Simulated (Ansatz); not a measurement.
# Lattice dynamics of LuSb (Fm-3m), part 2 of 2

Aim: the vibrations of LuSb (Fm-3m), their spectra, and whether the structure is stable.

Ansatz 0.2.0; DFT PBEsol, scalar-relativistic, plane waves, PAW; PAW set soft_1.

So far. Step 3 (Tight relaxation): The forces vanish by symmetry and the pressure is 0.000 GPa, within the tolerances set. The cell now holds 26.96 Å³/atom. The relaxed cell has a = 5.997 Å (conventional setting).

## (4) Zone-centre response

The zone centre comes first: it holds the modes that light can see, as far as symmetry allows. No field response is asked, since the mesh shows no gap.

Input file input.yaml:

```yaml
crystal:
  lattice:
    - [0.0, 2.9984785113, 2.9984785113]
    - [2.9984785113, 0.0, 2.9984785113]
    - [2.9984785113, 2.9984785113, 0.0]
  atoms:
    - { symbol: Lu, position: [0.0, 0.0, 0.0] }
    - { symbol: Sb, position: [0.5, 0.5, 0.5] }
kpoints:
  mp_grid: { grid: [12, 12, 12] }
hamiltonian:
  xc: pbesol
  pseudopotentials: { kind: paw, azcp: { folder: soft_1 }, xc_functional: pbe }
scf:
  occupations: { method: methfessel_paxton, width: 0.2 }
output:
  eigenvalues: true
phonons:
  method: dfpt
```

Started as:

```
> ansatz run input.yaml --threads 4 --pin off --max-ram 10240MiB --backend cpu --events-out ev --progress --plain --runs-dir out
```

Numbers of over 12 decimals in the logs are rounded to 6 here.

The log of the run:

```text
[...]
Crystal: 2 atoms, lattice volume = 53.918 Å³
Basis set: ecut = 420 eV, 1067 PW (Γ), exchange–correlation on 60×60×60 points (8 copies of the dense FFT grid, shifted against one another)
Bands: 24, of which v1, the nominal top of the filled ones, is band 20 counted from 1 (19 counted from 0)
Symmetry: 48 space group operations
k-points: 163 of 1728 (irreducible under 8 space group operations, time reversal used)
[...]
SCF iter   1: F=—  HF=-21022.850254 eV  |F-HF|=—  |Δ(HF+E_count)|=         —  Δρ=4.91e-2  dr2=1.61e0  ethr=3.10e-3  ⟨swp⟩=5.3  Hψ=18669  notcnv=0
[...]
SCF iter  10: F=-21022.320087 eV  HF=-21022.320087 eV  |F-HF|=3.64e-12  |Δ(HF+E_count)|=  1.82e-11  S|Δr|=    0.00e0  Δρ=1.07e-7  dr2=6.60e-12  ethr=1.00e-12  ⟨swp⟩=11.0  Hψ=33860  notcnv=0
SCF 1 converged in 10 iterations: F = -21022.320087 eV  dr2 = 6.60e-12
[...]
DFPT response loops at Γ: preconditioner auto → Kerker (q_TF=auto, 2.596 Å⁻¹) (partly filled bands, converged f_vac=0.000); β = 1.00, the filter's whole step (`scf.mixing.beta` (0.50) is not read by the response loops under this deck's `scf.mixing.preconditioner`; to damp them name `kerker` or `kerker_dos`, under which they read `scf.mixing.beta`, and type it under 1.00, their step now; both keys bind the ground state too); Broyden in place of MSR1
SCF converged after 10 iterations
[...]
Free energy (F): -21022.320087 eV
[...]
Internal energy: -21022.320335 eV  (E = F + TS)
E sigma→0 (E₀):  -21022.320149 eV
Entropy (-TS):   0.000248 eV (0.124 meV/atom)
Fermi energy:    12.898192 eV
[...]
--- Band table (eV; the first three rows and the last of 163) ---
  k-point 0: bands = [... 16 lower, 7.7691, 13.8757, 13.8757, 13.8757, 14.1306, 14.1306, 14.1306, 14.9295]
  k-point 1: bands = [... 16 lower, 7.7692, 12.8715, 13.2618, 13.2618, 14.3228, 14.3228, 14.5546, 15.5606]
  k-point 2: bands = [... 16 lower, 7.7694, 11.5521, 12.5115, 12.5115, 14.5956, 14.5956, 14.7078, 16.6487]
  k-point 162: bands = [... 16 lower, 7.7758, 10.1218, 10.1218, 10.2024, 15.3871, 15.5418, 15.5418, 17.1062]
--- Phonons (Γ-DFPT): 2 representative perturbations + reference, on 163 of 1728 k-points (Σ response iterations 7) ---
  k mesh reduced under 8 symmetry operations, with k and −k counted as one. Each operation leaves every solved perturbation unchanged. A smaller set is not used because it would not reduce the number of displacements times k-points to solve
  ASR residual: 1.598e-4 → 0.000e0 eV/Å²; symmetrization residual: 1.830e-5 eV/Å²
  ASR residual per site (eV/Å²): 4.98e-5 1.60e-4
  Γ frequencies (cm⁻¹): 0.00 0.00 0.00 146.06 146.06 146.06
  non-analytic LO–TO correction: not included (Born effective charges unavailable; polar crystals: no LO–TO splitting at Γ)
```

Wall time 19 s (4 threads of Arm Neoverse V1, shared host); peak memory 0.9 GiB.

This step gave:

* sum-rule residual before enforcement: 1.60e-4 eV/Å²
* point group: m-3m
* highest optical mode at the zone centre (no LO-TO term): 146.1 cm⁻¹
* lowest optical zone-centre mode: 146.1 cm⁻¹

Patterns of degenerate modes are one choice out of their space. The modes at Γ (shares of kinetic energy by element, %):

```csv
mode,frequency (cm⁻¹),symmetry,Lu %,Sb %
1,0.0,acoustic,59,41
2,0.0,acoustic,59,41
3,0.0,acoustic,59,41
4,146.1,T1u,41,59
5,146.1,T1u,41,59
6,146.1,T1u,41,59
```

Displacements in mode 5 (146.1 cm⁻¹), the largest set to 1:
```
Lu1 -0.70  0.00  0.00
Sb2  1.00  0.00  0.00
```

Before it was imposed, the acoustic sum rule was missed by 1.6e-4 eV/Å². Small misses are needed for a sound result but don't prove that mesh and cutoff are converged. The lowest optical mode is real, 146 cm⁻¹.

## (5) Response at finite wavevector

Stability and thermal properties need the whole zone. Linear response on a 4×4×4 q mesh gives force constants as far as a supercell of that size would.

Changes to input.yaml since step 4:

```diff
@@ -19 +19,8 @@
   method: dfpt
+  qmesh: [4, 4, 4]
+  temperatures: { t_max: 1000, t_step: 50 }
+  qpath:
+    path:
+      - [[0.0, 0.0, 0.0], [0.5, 0.0, 0.5], [0.625, 0.25, 0.625]]
+      - [[0.375, 0.375, 0.75], [0.0, 0.0, 0.0], [0.5, 0.5, 0.5], [0.5, 0.25, 0.75], [0.5, 0.0, 0.5]]
+    npoints: 10
```

The log of the run:

```text
[...]
Crystal: 2 atoms, lattice volume = 53.918 Å³
Basis set: ecut = 420 eV, 1067 PW (Γ), exchange–correlation on 60×60×60 points (8 copies of the dense FFT grid, shifted against one another)
Bands: 24, of which v1, the nominal top of the filled ones, is band 20 counted from 1 (19 counted from 0)
Symmetry: 48 space group operations
k-points: 72 of 1728
[...]
SCF iter   1: F=—  HF=-21022.850337 eV  |F-HF|=—  |Δ(HF+E_count)|=         —  Δρ=4.91e-2  dr2=1.61e0  ethr=3.10e-3  ⟨swp⟩=5.3  Hψ=8237  notcnv=0
[...]
SCF iter  10: F=-21022.320087 eV  HF=-21022.320087 eV  |F-HF|=7.28e-12  |Δ(HF+E_count)|=  1.09e-11  S|Δr|=    0.00e0  Δρ=1.01e-7  dr2=5.09e-12  ethr=1.00e-12  ⟨swp⟩=8.8  Hψ=15058  notcnv=0
SCF 1 converged in 10 iterations: F = -21022.320087 eV  dr2 = 5.09e-12
[...]
SCF iter   5: F=-21022.320087 eV  HF=-21022.320087 eV  |F-HF|=1.82e-11  |Δ(HF+E_count)|=  1.09e-11  S|Δr|=    0.00e0  Δρ=1.37e-7  dr2=4.65e-12  ethr=1.00e-12  ⟨swp⟩=5.0  Hψ=7706  notcnv=0
SCF 2 converged in 5 iterations: F = -21022.320087 eV  dr2 = 4.65e-12
phonons: the bands overlap, so this run is a metal and interpolates without the dipole-dipole term. If the crystal is really an insulator or semiconductor, its LO-TO splitting is missing
NSCF: frozen V_eff on 72 k-points
[...]
DFPT response loops at q = (0, 0, 0) (fractional): preconditioner auto → Kerker (q_TF=auto, 2.596 Å⁻¹) (partly filled bands, converged f_vac=0.000); β = 1.00, the filter's whole step (`scf.mixing.beta` (0.50) is not read by the response loops under this deck's `scf.mixing.preconditioner`; to damp them name `kerker` or `kerker_dos`, under which they read `scf.mixing.beta`, and type it under 1.00, their step now; both keys bind the ground state too); Broyden in place of MSR1
[...]
SCF converged after 10 iterations
[...]
Free energy (F): -21022.320087 eV
[...]
Internal energy: -21022.320335 eV  (E = F + TS)
E sigma→0 (E₀):  -21022.320149 eV
Entropy (-TS):   0.000248 eV (0.124 meV/atom)
Fermi energy:    12.898193 eV
[...]
--- Band table (eV; the first three rows and the last of 72) ---
  k-point 0: bands = [... 16 lower, 7.7691, 13.8757, 13.8757, 13.8757, 14.1306, 14.1306, 14.1306, 14.9295]
  k-point 1: bands = [... 16 lower, 7.7692, 12.8715, 13.2618, 13.2618, 14.3228, 14.3228, 14.5546, 15.5606]
  k-point 2: bands = [... 16 lower, 7.7694, 11.5521, 12.5115, 12.5115, 14.5956, 14.5956, 14.7078, 16.6487]
  k-point 71: bands = [... 16 lower, 7.7758, 10.1218, 10.1218, 10.2024, 15.3871, 15.5418, 15.5418, 17.1062]
--- Phonons (Γ-DFPT): 2 representative perturbations + reference (Σ response iterations 6) ---
  ASR residual: 1.225e-4 → 0.000e0 eV/Å²; symmetrization residual: 2.635e-5 eV/Å²
  ASR residual per site (eV/Å²): 1.22e-4 5.35e-5
  Γ frequencies (cm⁻¹): 0.00 0.00 0.00 146.07 146.07 146.07
--- Phonons (arbitrary-q DFPT): 8 irreducible q on the 4×4×4 mesh ---
  q = [0.0000, 0.0000, 0.0000] (star 1, of the zone-centre solve; hermiticity 9.35e-6, symmetrization 4.50e-12): -0.00 -0.00 0.00 146.07 146.07 146.07
  q = [0.0000, 0.0000, 0.2500] (star 8, 2 solved perturbations on 936 of 1728 k-point pairs; hermiticity 1.54e-6, symmetrization 2.04e-12): 57.24 57.24 77.07 138.64 138.64 157.82
[...]
q = [0.0000, 0.2500, 0.2500] (star 6, 4 solved perturbations in 1608 linear systems a pass and spin channel, the states on 510 of 1728 k-point pairs; hermiticity 5.20e-6, symmetrization 1.30e-12): 36.84 36.84 98.63 135.68 148.79 148.79
[...]
sum rule: each row above includes the acoustic sum rule's correction from the zone centre's row sums; it moved no ω² by more than (0.44 cm⁻¹)²
  mesh force constants: q→R imaginary residual 5.25e-18; ASR residual 1.225e-4 → 0.000e0 eV/Å²; symmetrization residual 7.994e-15 eV/Å²
  interpolated dispersion: 62 rows × 6 modes
  density of states and harmonic sums: on the 20×20×20 q-mesh, interpolated from the force constants of a 4×4×4 supercell (no non-analytic term)
  largest difference from the sums on the solved wave vectors: F 1.37e-2 eV, S 1.77e-5 and C_V 4.01e-6 eV/K
  zero-point energy: 0.040468 eV/cell   skipped modes (ω ≤ 0): 3   left out of the sums: 6.25e-5 of the cell's modes: C_V's classical limit lies that fraction below 3 k_B per atom; for a crystal, a wire or a layer, F and S can be off by more, and a phonons.interpolated_qmesh denser along its periods is the remedy for the sampling
```

The job ended after 9.7 min (4 threads; peak memory 5.2 GiB).

Numbers from this step:

```yaml
sum_rule_residual_before_enforcement: 1.22e-4 eV/Å²
lowest_frequency_on_the_path: 0 cm⁻¹
highest_frequency_on_the_path_or_at_a_solved_wavevector: 158.5 cm⁻¹
mean_frequency: 108.8 cm⁻¹
debye_temperature_second_moment: 215 K
logarithmic_mean_frequency: 100.3 cm⁻¹
lowest_mode_on_the_q_mesh_acoustic_modes_at_gamma_apart: 36.84 cm⁻¹
zero_point_energy_per_atom: 20.23 meV
heat_capacity_at_300_k: 24.32 J/(mol atoms K)
vibrational_entropy_at_300_k: 43.52 J/(mol atoms K)
```

Frequencies (cm⁻¹) solved at each irreducible wavevector; negative means imaginary. Frequencies by wavevector, by row:

```csv
q in reciprocal lattice units,star,mode 1,mode 2,mode 3,mode 4,mode 5,mode 6
0 0 0,1,0,0,0,146.1,146.1,146.1
0 0 0.25,8,57.2,57.2,77.1,138.6,138.6,157.8
0 0 -0.5,4,89.4,89.4,124.5,124.5,128.5,144.1
0 0.25 0.25,6,36.8,36.8,98.6,135.7,148.8,148.8
0 0.25 -0.5,24,70,74.5,86.5,137.9,146.6,152.6
0 0.25 -0.25,12,47.9,89,114.3,126.7,140.4,153.8
0 -0.5 -0.5,3,49.4,49.4,52.6,143.5,143.5,158.5
0.25 -0.5 -0.25,6,53.5,53.5,104.9,135.1,155.2,155.2
```

Interpolated from a 4×4×4 q mesh. Phonon branches along the path, in cm⁻¹:

```csv
point,branch 1,branch 2,branch 3,branch 4,branch 5,branch 6
Γ,0,0,0,146,146,146
halfway,37,37,99,136,149,149
X,49,49,53,144,144,158
halfway,53,57,61,142,147,158
U,53,73,84,137,151,157
jump to K,53,73,84,137,151,157
halfway,42,75,95,132,148,151
Γ,0,0,0,146,146,146
halfway,57,57,77,139,139,158
L,89,89,124,124,128,144
halfway,74,78,107,130,147,151
W,54,54,105,135,155,155
halfway,51,54,78,142,148,158
X,49,49,53,144,144,158
```

The phonon branches as a text plot (rows in cm⁻¹):

```
    155 |           ************          ******       **********
    149 |***********   *****    **********      *  *****    ***
    142 |  ****  *  *****   ****  ****   ***     ** **      *****
    135 |      **        ***     *          ***    *    ****
    129 |                   *****              *********
    122 |                                       ***
    116 |                    **                *   **
    109 |                   *  *                     **
    102 |       *                             *        *****
     96 |      *           *    *                           *
     89 |    **  *          ***              *  *****
     83 |                 **   * *             *    **       *
     76 |         **     **     *           * *      **
     69 |   *           **                   *         *      *
     63 |              **        ***       *            *
     56 |           *  ****                 *            *******
     50 |  *      *****    ****   **      **                *****
     43 |       **             **   *
     36 |      *                 *  *    **
     30 |   ***                   **
     23 | *                         **   *
     17 |  *                         *  *
     10 | *                          *  *
      3 |*                            **
         Γ           X  U|K            Γ         L        W     X
```

Tetrahedra on a 20×20×20 mesh, mean over bins of 2 cm-1. Interpolated from a 4×4×4 q mesh. The phonon density of states by wavenumber; read off at these points:

```csv
wavenumber (cm⁻¹),phonon density of states (1/cm⁻¹/cell)
5.0,5.0e-5
10.0,2.5e-4
15.0,8.0e-4
20.0,0.00176
25.0,0.0031
30.0,0.00524
35.0,0.00903
40.0,0.0153
45.0,0.0250
50.0,0.0453
55.0,0.0693
60.0,0.0467
65.0,0.0420
70.0,0.0406
75.0,0.0411
80.0,0.0433
85.0,0.0480
90.0,0.0325
95.0,0.0227
100.0,0.0378
101.0,0.0426
105.0,0.0416
110.0,0.0220
115.0,0.0104
120.0,0.00216
125.0,0.00556
130.0,0.0638
135.0,0.0889
140.0,0.0832
145.0,0.0886
150.0,0.127
153.0,0.199
155.0,0.115
```

The partial phonon density of states has structure finer than the step of the table below, so its rows give means over 5 cm⁻¹, whole bins alone (the curve runs from -10 to 173 cm⁻¹). Peaks (cm⁻¹: height): Lu 54.5: 0.0418, 86.7: 0.0432, 104.0: 0.0373, 152.4: 0.0473; Sb 53.3: 0.0208, 152.4: 0.105.

Phonopy on the run's constants, 17x17x17 mesh, Gaussian sigma 2.0 cm-1. Interpolated from a 4×4×4 q mesh. Partial phonon density of states against wavenumber; means over each step; values in 1/cm⁻¹/cell:

```csv
wavenumber (cm⁻¹),Lu,Sb
-5,8.1e-6,7.5e-6
0,5.4e-5,4.0e-5
5,1.1e-5,7.9e-6
10,2.3e-4,1.6e-4
15,6.3e-4,4.3e-4
20,0.00107,7.1e-4
25,0.00204,0.00134
30,0.00335,0.00213
35,0.00585,0.00360
40,0.0103,0.00608
45,0.0171,0.00954
50,0.0314,0.0163
55,0.0396,0.0194
60,0.0325,0.0149
65,0.0287,0.0121
70,0.0295,0.0111
75,0.0313,0.00992
80,0.0346,0.00858
85,0.0403,0.00695
90,0.0300,0.00456
95,0.0203,0.00512
100,0.0281,0.00487
105,0.0320,0.00594
110,0.0177,0.00428
115,0.00899,0.00263
120,0.00212,0.00164
125,0.00148,0.0161
130,0.00719,0.0530
135,0.0138,0.0670
140,0.0202,0.0637
145,0.0285,0.0692
150,0.0409,0.0919
155,0.0345,0.0749
160,0.00554,0.0116
165,5.4e-5,1.2e-4
170,0,0
```

Second derivatives of the energy by pair, one row for each kind of neighbour of each atom listed. Each entry sums the pair over the periodic images of the supercell that the q mesh stands for, and in a polar crystal it holds the long-range dipole part too. Force constants by pair, by row:

```csv
atom,neighbour,distance (Å),third of the trace (eV/Å²),along the pair's line (eV/Å²)
Lu1,itself,0,6.475,–
Lu1,Sb,2.998,-0.9866,-2.672
Lu1,Lu,4.24,-0.0335,-0.4658
Lu1,Sb,5.194,-0.0461,-0.0487
Lu1,Lu,5.997,-0.0904,-0.201
Lu1,Sb,6.705,0.0323,0.1054
Lu1,Lu,7.345,0.0099,0.0261
Sb2,itself,0,7.464,–
Sb2,Lu,2.998,-0.9866,-2.672
Sb2,Sb,4.24,-0.0922,-0.3595
Sb2,Lu,5.194,-0.0461,-0.0487
Sb2,Sb,5.997,-0.0895,-0.2324
Sb2,Lu,6.705,0.0323,0.1054
Sb2,Sb,7.345,0.0076,0.0137
```

Harmonic thermodynamic functions per atom, from the density of states. Interpolated from a 4×4×4 q mesh. Thermodynamic functions, by row:

```csv
T (K),F_vib (meV/atom),S (J/mol-atom/K),C_V (J/mol-atom/K)
0,20.23,0,0
50,19.06,6.999,12.18
100,12.37,18.43,20.12
200,-15.41,33.79,23.57
300,-55.78,43.52,24.32
400,-104.7,50.55,24.59
500,-160.1,56.06,24.71
600,-220.6,60.57,24.78
700,-285.4,64.39,24.82
800,-353.9,67.71,24.85
900,-425.6,70.64,24.87
1000,-500.2,73.26,24.88
```

Harmonic mean-square displacement, third of the trace. Interpolated from a 4×4×4 q mesh. Mean square displacements, by row:

```csv
T (K),Lu1 U_eq (Å²),Sb2 U_eq (Å²)
0,0.00122,0.00131
100,0.00286,0.00261
300,0.00799,0.00699
600,0.01586,0.01382
```

Symmetry leaves 8 wavevectors to solve. The lowest mode among them, the acoustic zeros apart, lies at q = (0, 0.25, 0.25) and is real, 36.8 cm⁻¹.

## (6) Another isotope

An isotope changes the mass and not the force constants, so no new electronic calculation is needed; the shifts show which modes move this element.

The same force constants with the mass of Sb changed from 121.760 to 122.904 u (phonopy, no LO-TO term). Both lists are sorted by frequency; levels can cross, so a row need not hold one and the same mode. Modes under 3 cm⁻¹ are left out. Isotope shifts, by row:

```csv
q,rank,natural mass (cm⁻¹),changed mass (cm⁻¹)
0 0 0,4,146.1,145.7
0 0 0,5,146.1,145.7
0 0 0,6,146.1,145.7
0 0 0.25,1,57.24,57.16
0 0 0.25,2,57.24,57.16
0 0 0.25,3,77.07,76.95
0 0 0.25,4,138.6,138.2
0 0 0.25,5,138.6,138.2
0 0 0.25,6,157.8,157.3
0 0 -0.5,1,89.37,89.37
0 0 -0.5,2,89.37,89.37
0 0 -0.5,3,124.5,124
0 0 -0.5,4,124.5,124
0 0 -0.5,5,128.5,128.5
0 0 -0.5,6,144.1,143.4
0 0.25 0.25,1,36.84,36.78
0 0.25 0.25,2,36.84,36.78
0 0.25 0.25,3,98.63,98.6
0 0.25 0.25,4,135.7,135.1
0 0.25 0.25,5,148.8,148.4
0 0.25 0.25,6,148.8,148.4
```

A mode of this element alone would shift by -0.47 %. The highest zone-centre frequency without the field goes from 146.1 to 145.7 cm⁻¹ (-0.3 %). The product of the frequency ratios over all optical modes at Γ is 0.992; the product rule, (m/m′)^(3k/2) (M′/M)^(3/2) with k = 1 such atoms and M the mass of the cell, gives 0.992.

## (7) Summary of results

| Quantity | Value |
| --- | --- |
| space group after relaxation (within 0.01 Å) | Fm-3m |
| volume per atom | 27.0 Å³ |
| electronic character | no gap on this mesh |
| highest optical mode at the zone centre (no LO-TO term) | 146 cm⁻¹ |
| lowest optical zone-centre mode | 146 cm⁻¹ |
| lowest mode on the q mesh (acoustic modes at Γ apart) | 36.8 cm⁻¹ |
| highest frequency on the path or at a solved wavevector | 158 cm⁻¹ |
| zero-point energy per atom | 20.2 meV |
| heat capacity at 300 K | 24.3 J/(mol atoms K) |
| vibrational entropy at 300 K | 43.5 J/(mol atoms K) |
| Debye temperature (second moment) | 215 K |
| imaginary modes on the 4×4×4 q mesh | none |

**Reading.** The structure is a minimum as far as tested: no mode is imaginary at the 8 irreducible wavevectors of the 4×4×4 mesh, and the softest away from the acoustic zeros lies at 37 cm⁻¹. The optical modes at Γ form one degenerate level at 146 cm⁻¹. With no gap, or one that is small against the smearing, the frequencies hang on the k mesh and the smearing, most of all near Kohn anomalies. Spin-orbit coupling is left out, which can matter for the heavy elements here. The PAW files were made for PBE and serve the other functionals too. These are harmonic frequencies at zero temperature: anharmonic shifts, linewidths and thermal expansion are left out.

[Logs are printed without paths, hosts, clocks, repeated set-up lines and the standing remarks that a program may print on its own settings, such as how far it seeks lower states.]

[Hosts, paths, dates, database ids (printed as entryN), source tags and the programs' standing remarks are cut or masked in the printed files.]
